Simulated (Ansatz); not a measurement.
# CsHgBr3 (Pm-3m): a soft mode frozen in, part 2 of 3

Wanted: the energy along a soft mode of CsHgBr3 (Pm-3m) and the structure at the end.

Ansatz 0.2.0; DFT PBEsol, scalar-relativistic, plane waves, PAW; PAW set soft_1.

So far, highest frequency on the path or at a solved wavevector (cm⁻¹): step 2 (phonons on a q mesh) 170. Also lowest frequency on the path (cm⁻¹): step 2 -85.0.

The database entry behind the starting cell is an old determination (1928), so it need not match the best structure at ambient conditions.

## Step 6: Relaxation from the frozen mode

Starting from the lowest point found, all atoms and the cell are let go, so that strain and other modes of the same symmetry can join in.

The input, input.yaml:

```yaml
crystal:
  lattice:
    - [5.5331454559, 5.5331454559, 0.0]
    - [5.5331454559, 0.0, 5.5331454559]
    - [5.5331454559, 0.0, -5.5331454559]
  atoms:
    - { symbol: Cs, position: [0.0, 0.5, 0.5] }
    - { symbol: Cs, position: [0.0, 0.0, 1.0] }
    - { symbol: Hg, position: [0.5, 0.25, 0.75] }
    - { symbol: Hg, position: [0.5, 0.75, 0.25] }
    - { symbol: Br, position: [0.5, -0.006325516, 0.493674484] }
    - { symbol: Br, position: [0.5, 0.506325516, 0.006325516] }
    - { symbol: Br, position: [0.0253020639, 0.487348968, -0.012651032] }
    - { symbol: Br, position: [-0.0253020639, 0.012651032, 0.512651032] }
    - { symbol: Br, position: [0.5, -0.006325516, 1.006325516] }
    - { symbol: Br, position: [0.5, 0.506325516, 0.493674484] }
kpoints:
  mp_grid: { grid: [6, 6, 6] }
hamiltonian:
  xc: pbesol
  pseudopotentials: { kind: paw, azcp: { folder: soft_1 }, xc_functional: pbe }
scf:
  occupations: { method: methfessel_paxton, width: 0.2 }
output:
  forces: true
  stress: true
  eigenvalues: true
relax:
  adjacent_minimum: "off"
  f_tol: 0.002
  max_steps: 120
  cell: { stress_tol: 0.03 }
```

The run is started by

```sh
ansatz run input.yaml --threads 4 --pin off --max-ram 10240MiB --backend cpu --events-out ev --progress --plain --runs-dir out
```

Numbers of over 12 decimals in the logs are rounded to 6 here.

Log:

```text
[...]
Crystal: 10 atoms, lattice volume = 338.802 Å³
Basis set: ecut = 420 eV, 6615 PW (Γ), exchange–correlation on 108×108×108 points (8 copies of the dense FFT grid, shifted against one another)
Bands: 60, of which v1, the nominal top of the filled ones, is band 50 counted from 1 (49 counted from 0)
Symmetry: 16 space group operations
[...]
k-points: 30 of 216
[...]
SCF iter   1: F=—  HF=-54943.288029 eV  |F-HF|=—  |Δ(HF+E_count)|=         —  Δρ=2.81e-2  dr2=5.02e0  ethr=3.10e-3  ⟨swp⟩=9.9  Hψ=7897  notcnv=0
[...]
SCF iter   9: F=-54940.825958 eV  HF=-54940.825958 eV  |F-HF|=7.86e-8  |Δ(HF+E_count)|=   6.31e-7  S|Δr|=    0.00e0  Δρ=3.38e-6  dr2=6.27e-8  ethr=1.00e-10  ⟨swp⟩=17.9  Hψ=10244  notcnv=0
SCF 1 converged in 9 iterations: F = -54940.825958 eV  dr2 = 6.27e-8
[...]
relax step   1: F+E_penalty+E_count = -54940.82595831 eV  Δ(F+E_penalty+E_count) = +0.000e0 eV  max|allowed force component| = 9.071e-2 eV/Å  Δτ_max = 0.0000 Å  P = +0.325 GPa  Ω = 338.802 Å³  (9 SCF iters, dr2 threshold 1.00e-7 eV, accepted)
Crystal: 10 atoms, lattice volume = 342.142 Å³
Basis set: ecut = 420 eV, 6703 PW (Γ), exchange–correlation on 108×108×108 points (8 copies of the dense FFT grid, shifted against one another)
[...]
SCF iter   5: F=-54940.834218 eV  HF=-54940.834219 eV  |F-HF|=8.95e-8  |Δ(HF+E_count)|=   2.54e-7  S|Δr|=    0.00e0  Δρ=9.24e-6  dr2=3.73e-7  ethr=5.14e-10  ⟨swp⟩=9.6  Hψ=8763  notcnv=0
SCF 2 converged in 5 iterations: F = -54940.834218 eV  dr2 = 3.73e-7
relax step   2: F+E_penalty+E_count = -54940.83421843 eV  Δ(F+E_penalty+E_count) = -8.260e-3 eV  max|allowed force component| = 9.222e-2 eV/Å  Δτ_max = 0.0138 Å  P = +0.099 GPa  Ω = 342.142 Å³  energy of the carried Pulay correction = -2.448e-4 eV  (5 SCF iters, dr2 threshold 5.14e-7 eV, accepted)
Crystal: 10 atoms, lattice volume = 350.733 Å³
Basis set: ecut = 420 eV, 6839 PW (Γ), exchange–correlation on 108×108×108 points (8 copies of the dense FFT grid, shifted against one another)
[...]
SCF iter   6: F=-54940.836996 eV  HF=-54940.836996 eV  |F-HF|=2.80e-7  |Δ(HF+E_count)|=   5.80e-8  S|Δr|=    0.00e0  Δρ=8.74e-6  dr2=4.44e-7  ethr=5.32e-10  ⟨swp⟩=7.7  Hψ=9680  notcnv=0
SCF 3 converged in 6 iterations: F = -54940.836996 eV  dr2 = 4.44e-7
relax step   3: F+E_penalty+E_count = -54940.83699637 eV  Δ(F+E_penalty+E_count) = -2.778e-3 eV  max|allowed force component| = 1.197e-1 eV/Å  Δτ_max = 0.0993 Å  P = +0.150 GPa  Ω = 350.733 Å³  energy of the carried Pulay correction = -8.637e-4 eV  (6 SCF iters, dr2 threshold 5.32e-7 eV, accepted)
[...]
relax step   4: F+E_penalty+E_count = -54940.84634510 eV  Δ(F+E_penalty+E_count) = -9.349e-3 eV  max|allowed force component| = 3.024e-2 eV/Å  Δτ_max = 0.0489 Å  P = -0.037 GPa  Ω = 347.506 Å³  energy of the carried Pulay correction = -6.331e-4 eV  (6 SCF iters, dr2 threshold 8.95e-7 eV, accepted)
[...]
relax step   5: F+E_penalty+E_count = -54940.84672272 eV  Δ(F+E_penalty+E_count) = -3.776e-4 eV  max|allowed force component| = 1.993e-2 eV/Å  Δτ_max = 0.0076 Å  P = -0.021 GPa  Ω = 347.912 Å³  energy of the carried Pulay correction = -6.622e-4 eV  (5 SCF iters, dr2 threshold 5.72e-8 eV, accepted)
[...]
relax step   6: F+E_penalty+E_count = -54940.84676138 eV  Δ(F+E_penalty+E_count) = -3.866e-5 eV  max|allowed force component| = 1.479e-2 eV/Å  Δτ_max = 0.0056 Å  P = +0.005 GPa  Ω = 347.924 Å³  energy of the carried Pulay correction = -6.631e-4 eV  (5 SCF iters, dr2 threshold 2.48e-8 eV, accepted)
[...]
relax step   7: F+E_penalty+E_count = -54940.84681265 eV  Δ(F+E_penalty+E_count) = -5.128e-5 eV  max|allowed force component| = 1.685e-4 eV/Å  Δτ_max = 0.0031 Å  P = -0.001 GPa  Ω = 347.792 Å³  energy of the carried Pulay correction = -6.536e-4 eV  (5 SCF iters, dr2 threshold 1.37e-8 eV, accepted)
[...]
SCF iter   6: F=-54940.847458 eV  HF=-54940.847458 eV  |F-HF|=2.91e-11  |Δ(HF+E_count)|=  1.96e-10  S|Δr|=    0.00e0  Δρ=6.63e-8  dr2=3.32e-11  ethr=1.00e-12  ⟨swp⟩=8.3  Hψ=7687  notcnv=0
SCF 8 converged in 6 iterations: F = -54940.847458 eV  dr2 = 3.32e-11
relax step   8: F+E_penalty+E_count = -54940.84745801 eV  Δ(F+E_penalty+E_count) = -6.454e-4 eV  max|allowed force component| = 2.346e-4 eV/Å  Δτ_max = 0.0000 Å  P = -0.002 GPa  Ω = 347.792 Å³  stress off target by 3.26e-3 GPa  SCF on the basis re-selected at this cell (its energy is not comparable with the rows above)  (6 SCF iters)
basis re-selected at this cell: Δ(F+E_penalty+E_count) = -6.454e-4 eV, ΔP = -0.000 GPa vs the last step (what re-selecting the basis moved, of the pressure what is left beyond the Pulay correction that the steps carried, after the strain that the cell walked since its last selection, with what the two solves' SCF thresholds leave and, on support functions, any second-order correction that the steps lacked; it is no m [...]
SCF converged after 6 iterations
[...]
Free energy (F): -54940.847458 eV
[...]
Internal energy: -54940.854068 eV  (E = F + TS)
E sigma→0 (E₀):  -54940.849110 eV
Entropy (-TS):   0.006610 eV (0.661 meV/atom)
Fermi energy:    4.289954 eV
[...]
--- Forces (eV/Å), atoms counted from 1 ---
  atom   1  Cs     0.00000000     0.00000000    -0.00000000
  atom   2  Cs    -0.00000000    -0.00000000     0.00000000
  atom   3  Hg     0.00000000     0.00000000     0.00000000
  atom   4  Hg     0.00000000     0.00000000     0.00000000
  atom   5  Br    -0.00023460     0.00000000     0.00000000
  atom   6  Br     0.00023460     0.00000000    -0.00000000
  atom   7  Br    -0.00000000    -0.00009278    -0.00000000
  atom   8  Br     0.00000000     0.00009278     0.00000000
  atom   9  Br     0.00000000     0.00000000    -0.00023460
  atom  10  Br    -0.00000000     0.00000000     0.00023460
  max |Σ_I F_I| component: 2.08e-17 eV/Å
--- Stress (GPa, compression-positive) ---
       -0.000762      -0.000000      -0.000000
       -0.000000      -0.003257      -0.000000
       -0.000000      -0.000000      -0.000762
  P = ⅓ Tr σ = -0.0016 GPa (-0.016 kbar)
--- Band table (eV; the first three rows and the last of 30) ---
  k-point 0: bands = [... 46 lower, 3.3951, 3.3951, 3.4980, 4.2047, 4.6048, 8.3093, 8.5574, 8.5590, ... 6 higher]
  k-point 1: bands = [... 46 lower, 3.3126, 3.3205, 3.4226, 4.0026, 4.6089, 7.9889, 8.5323, 8.9036, ... 6 higher]
  k-point 2: bands = [... 46 lower, 3.1731, 3.2717, 3.3610, 3.6760, 5.0475, 6.9883, 9.0946, 9.5786, ... 6 higher]
  k-point 29: bands = [... 46 lower, 2.9294, 2.9294, 3.4782, 4.1951, 6.6198, 7.7845, 9.6540, 9.6540, ... 6 higher]
--- Relaxed structure (7 steps of the walk, 7 accepted, 1 SCFs on fresh bases) ---
  F+E_penalty+E_count = -54940.84745801 eV   max|allowed force component| = 2.346e-4 eV/Å   (the final SCF, on the basis selected at the relaxed cell)
  cell:  # Å, volume = 347.7915 Å³
    - [5.602805, 5.539595, 0]
    - [5.602805, 0, 5.602805]
    - [5.602805, 0, -5.602805]
  atoms:
    - { symbol: Cs, position: [1.4500063553973076e-18, 0.5, 0.5] }
    - { symbol: Cs, position: [1.4500063553973076e-18, 0.0, 1.0] }
    - { symbol: Hg, position: [0.5, 0.250000, 0.750000] }
    - { symbol: Hg, position: [0.5, 0.750000, 0.250000] }
    - { symbol: Br, position: [0.5, -0.00984267, 0.490157] }
    - { symbol: Br, position: [0.5, 0.509843, 0.00984267] }
    - { symbol: Br, position: [0.037923, 0.481038, -0.018962] }
    - { symbol: Br, position: [-0.037923, 0.018962, 0.518962] }
    - { symbol: Br, position: [0.5, -0.00984267, 1.009843] }
    - { symbol: Br, position: [0.5, 0.509843, 0.490157] }
```

The job ended after 72 s (4 threads of Arm Neoverse V2, shared host; peak memory 1.1 GiB).

The steps of the relaxation:

```tsv
step	energy less that of the first step (eV)	largest force component (eV/Å)	pressure (GPa)	volume (Å³)
1	0.0000	0.0907	0.33	338.80
2	-0.0083	0.0922	0.10	342.14
3	-0.0110	0.1197	0.15	350.73
4	-0.0204	0.0302	-0.04	347.51
5	-0.0208	0.0199	-0.02	347.91
6	-0.0208	0.0148	0.01	347.92
7	-0.0209	0.0002	0.00	347.79
8*	-0.0215	0.0002	0.00	347.79
```

Relaxation steps marked * repeat the geometry before them on a plane-wave basis chosen anew for their cell, so energy and pressure can jump there.

The run keeps the 16 symmetry operations that it works with, so distortions that break them were not tested.

```tsv
conventional cell, symmetrised	before	after	change
a (Å)	7.825	7.924	+1.3 %
b (Å)	7.825	7.924	+1.3 %
c (Å)	11.066	11.079	+0.1 %
volume (Å³/atom)	33.88	34.78	+2.7 %
```

The atoms that moved most (Å, as changes of fractional coordinates times the final cell):

```tsv
atom	dx	dy	dz	length
Br7	0.000	0.070	0.000	0.070
Br8	0.000	-0.070	0.000	0.070
Br5	-0.039	0.000	0.000	0.039
Br9	0.000	0.000	-0.039	0.039
Br6	0.039	0.000	0.000	0.039
Br10	0.000	0.000	0.039	0.039
```

This step gave:

```
pressure          : -0.001594 GPa
volume per atom   : 34.78 Å³
gap on the k-mesh : 0.3848 eV
```

The distorted start has space group I4/mmm; the relaxation ends in I4/mmm.

## Step 7: The new phase in its own primitive cell

The relaxed structure is symmetrised, reduced to its primitive cell and relaxed tightly, as its phonons need.

The input, input.yaml:

```yaml
crystal:
  lattice:
    - [-3.9617813314, 3.9617813314, 5.5395947641]
    - [3.9617813314, -3.9617813314, 5.5395947641]
    - [3.9617813314, 3.9617813314, -5.5395947641]
  atoms:
    - { symbol: Cs, position: [0.25, 0.75, 0.5] }
    - { symbol: Cs, position: [0.75, 0.25, 0.5] }
    - { symbol: Hg, position: [0.5, 0.5, 0.0] }
    - { symbol: Hg, position: [0.0, 0.0, 0.0] }
    - { symbol: Br, position: [0.2401573311, 0.7598426689, 0.0] }
    - { symbol: Br, position: [0.7598426689, 0.2401573311, 0.0] }
    - { symbol: Br, position: [0.7310383209, 0.7310383209, 0.0] }
    - { symbol: Br, position: [0.2689616791, 0.2689616791, 0.0] }
    - { symbol: Br, position: [0.7598426689, 0.7598426689, 0.5196853377] }
    - { symbol: Br, position: [0.2401573311, 0.2401573311, 0.4803146623] }
kpoints:
  mp_grid: { grid: [6, 6, 6] }
hamiltonian:
  xc: pbesol
  pseudopotentials: { kind: paw, azcp: { folder: soft_1 }, xc_functional: pbe }
scf:
  occupations: { method: fixed }
output:
  forces: true
  stress: true
  eigenvalues: true
relax:
  adjacent_minimum: "off"
  f_tol: 0.001
  max_steps: 60
  cell: { stress_tol: 0.01 }
```

Log:

```text
[...]
Crystal: 10 atoms, lattice volume = 347.792 Å³
Basis set: ecut = 420 eV, 6791 PW (Γ), exchange–correlation on 108×108×108 points (8 copies of the dense FFT grid, shifted against one another)
Bands: 60, of which v1, the nominal top of the filled ones, is band 50 counted from 1 (49 counted from 0)
Symmetry: 16 space group operations
[...]
k-points: 30 of 216
[...]
- { symbol: Cs, position: [0.75, 0.250000, 0.5] }
    - { symbol: Hg, position: [0.5, 0.5, 0] }
    - { symbol: Hg, position: [0, 0, 0] }
    - { symbol: Br, position: [0.240158, 0.759842, 0.0] }
    - { symbol: Br, position: [0.759842, 0.240158, 0.0] }
    - { symbol: Br, position: [0.731073, 0.731073, 0] }
    - { symbol: Br, position: [0.268927, 0.268927, 0] }
    - { symbol: Br, position: [0.759842, 0.759842, 0.519685] }
    - { symbol: Br, position: [0.240158, 0.240158, 0.480315] }
[key lines of the parts left out:]
SCF converged after 6 iterations
Free energy (F): -54940.849347 eV
Fermi energy:    4.219459 eV
P = ⅓ Tr σ = 0.0001 GPa (0.001 kbar)
```

The job ended after 31 s (4 threads; peak memory 1.1 GiB).

Little changed from the start: no atom moved by 0.005 Å and no cell edge by 0.1 %.

Numbers from this step:

```yaml
pressure: 8.02e-5 GPa
gap_on_the_k_mesh: 0.3843 eV
direct_gap_on_mesh: 0.3999 eV
```

The largest force component left is 0.35 meV/Å and the pressure is 0.000 GPa, within the tolerances set. The cell now holds 34.78 Å³/atom.

(Continued in part 3 of 3.)

[Logs are printed without paths, hosts, clocks, repeated set-up lines and the standing remarks that a program may print on its own settings, such as how far it seeks lower states.]

[Hosts, paths, dates, database ids (printed as entryN), source tags and the programs' standing remarks are cut or masked in the printed files.]
